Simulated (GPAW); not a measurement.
Consider TiO2 (Anatase, I4_1/amd).

```xyz
6
Lattice="-1.8921 1.8921 4.7573 1.8921 -1.8921 4.7573 1.8921 1.8921 -4.7573" Properties=species:S:1:pos:R:3 pbc="T T T"
Ti    0.0000    1.8921    2.3786
Ti    0.0000    0.0000    0.0000
O     0.0000    0.0000    7.5346
O     0.0000    1.8921    0.3987
O     0.0000    1.8921    4.3586
O     0.0000    0.0000    1.9800
```

Absorber: atom 1, with 4 O at 1.93 Å and 2 O at 1.98 Å (distorted octahedral, site symmetry -4m2). Method: GPAW, PBE, full core hole (charged cell), 12-atom cell with 5.4 Å between holes, 4×4×4 k points, dipole transitions, Gaussian full width 0.94 eV up to 4 eV, rising linearly to 3.5 eV at 25 eV.

Predict the near-edge structure at the Ti K edge.

Main maxima up to 30 eV above the zero (height): 0.6 eV (0.23), 2.9 eV (0.39), 5.5 eV (0.43) and 17.3 eV (3.34). A K edge sees empty p states. The first eV above the zero hold little dipole weight, as the lowest empty bands are of d character; the main edge, of 4p character, rises through 0.6 near 12 eV above the zero. The total-energy difference plus the lowest empty eigenvalue puts the zero at 4984.49 eV. One term is added: -22.82 eV, since the hole is spin-paired here and a spin-polarised one costs that much less in the free atom (computed apart). The photon energy is then 4961.67 eV. The tabulated edge of the element is 4966 eV. The functional and the charged cell's background leave an error of a few eV in such absolute values.

The Ti K spectrum (energy from the lowest empty level; intensity scaled to a mean of 1 over the first 20 eV; polarised curves are means over the symmetry-equivalent atoms):

| E (eV) | isotropic | ε ⊥ c | ε ∥ c |
| --- | --- | --- | --- |
| -2.0 | 0.00 | 0.00 | 0.00 |
| -1.5 | 0.00 | 0.00 | 0.00 |
| -1.0 | 0.00 | 0.00 | 0.00 |
| -0.5 | 0.01 | 0.01 | 0.00 |
| 0.0 | 0.08 | 0.11 | 0.01 |
| 0.5 | 0.22 | 0.32 | 0.02 |
| 1.0 | 0.15 | 0.22 | 0.01 |
| 1.5 | 0.05 | 0.06 | 0.01 |
| 2.0 | 0.10 | 0.13 | 0.06 |
| 2.5 | 0.29 | 0.31 | 0.24 |
| 3.0 | 0.39 | 0.40 | 0.35 |
| 3.5 | 0.29 | 0.29 | 0.29 |
| 4.0 | 0.18 | 0.16 | 0.21 |
| 4.5 | 0.16 | 0.16 | 0.17 |
| 5.0 | 0.33 | 0.34 | 0.32 |
| 5.5 | 0.43 | 0.41 | 0.48 |
| 6.0 | 0.30 | 0.28 | 0.36 |
| 6.5 | 0.12 | 0.11 | 0.13 |
| 7.0 | 0.04 | 0.03 | 0.05 |
| 7.5 | 0.03 | 0.02 | 0.06 |
| 8.0 | 0.06 | 0.03 | 0.11 |
| 8.5 | 0.10 | 0.06 | 0.18 |
| 9.0 | 0.16 | 0.11 | 0.26 |
| 9.5 | 0.23 | 0.19 | 0.33 |
| 10.0 | 0.34 | 0.30 | 0.40 |
| 10.5 | 0.45 | 0.45 | 0.45 |
| 11.0 | 0.55 | 0.58 | 0.49 |
| 11.5 | 0.61 | 0.65 | 0.51 |
| 12.0 | 0.62 | 0.66 | 0.55 |
| 12.5 | 0.64 | 0.64 | 0.63 |
| 13.0 | 0.73 | 0.69 | 0.79 |
| 13.5 | 0.91 | 0.85 | 1.01 |
| 14.0 | 1.15 | 1.12 | 1.19 |
| 14.5 | 1.43 | 1.50 | 1.29 |
| 15.0 | 1.78 | 1.98 | 1.37 |
| 15.5 | 2.21 | 2.51 | 1.62 |
| 16.0 | 2.68 | 2.95 | 2.14 |
| 16.5 | 3.07 | 3.16 | 2.90 |
| 17.0 | 3.30 | 3.11 | 3.68 |
| 17.5 | 3.33 | 2.89 | 4.21 |
| 18.0 | 3.20 | 2.65 | 4.28 |
| 18.5 | 2.96 | 2.48 | 3.92 |
| 19.0 | 2.71 | 2.41 | 3.31 |
| 19.5 | 2.51 | 2.41 | 2.71 |
| 20.0 | 2.38 | 2.43 | 2.29 |
| 20.5 | 2.31 | 2.42 | 2.08 |
| 21.0 | 2.26 | 2.38 | 2.04 |
| 21.5 | 2.21 | 2.28 | 2.07 |
| 22.0 | 2.15 | 2.16 | 2.12 |
| 22.5 | 2.07 | 2.03 | 2.14 |
| 23.0 | 1.99 | 1.93 | 2.13 |
| 23.5 | 1.94 | 1.87 | 2.09 |
| 24.0 | 1.91 | 1.84 | 2.04 |
| 24.5 | 1.90 | 1.85 | 2.01 |
| 25.0 | 1.90 | 1.86 | 2.00 |
| 25.5 | 1.90 | 1.86 | 1.99 |
| 26.0 | 1.89 | 1.84 | 1.97 |
| 26.5 | 1.85 | 1.80 | 1.94 |
| 27.0 | 1.80 | 1.75 | 1.90 |
| 27.5 | 1.75 | 1.71 | 1.84 |
| 28.0 | 1.72 | 1.68 | 1.78 |
| 28.5 | 1.71 | 1.69 | 1.74 |
| 29.0 | 1.72 | 1.73 | 1.70 |
| 29.5 | 1.75 | 1.79 | 1.68 |
| 30.0 | 1.79 | 1.85 | 1.66 |
| 30.5 | 1.81 | 1.89 | 1.66 |
| 31.0 | 1.83 | 1.91 | 1.68 |
| 31.5 | 1.86 | 1.93 | 1.72 |
| 32.0 | 1.90 | 1.94 | 1.81 |

Quadrupole 1s→3d transitions, which feed the pre-edge, are not in the dipole spectrum. The holes are only 5.4 Å apart, so the shape is probably not converged with cell size; no larger cell was run here. The mesh is coarse (0.34 Å⁻¹ between points), so small maxima may be mesh ripples. The structure is a published determination, not relaxed.

[Banner, clock and machine lines of the logs are left out without a mark of their own.]

[Logs are printed without paths, hosts, clocks, repeated set-up lines and the standing remarks that a program may print on its own settings, such as how far it seeks lower states.]

[Hosts, paths, dates, database ids (printed as entryN), source tags and the programs' standing remarks are cut or masked in the printed files.]

[Lists of maxima count a maximum above −3 eV only where it reaches 4 % of the highest in the window and stands out from its surroundings by 2 % of it (1.5 % where it reaches 55 %); shoulders and weaker maxima are passed over, and of the rest the first, up to two pre-edge ones and the few strongest are named.]
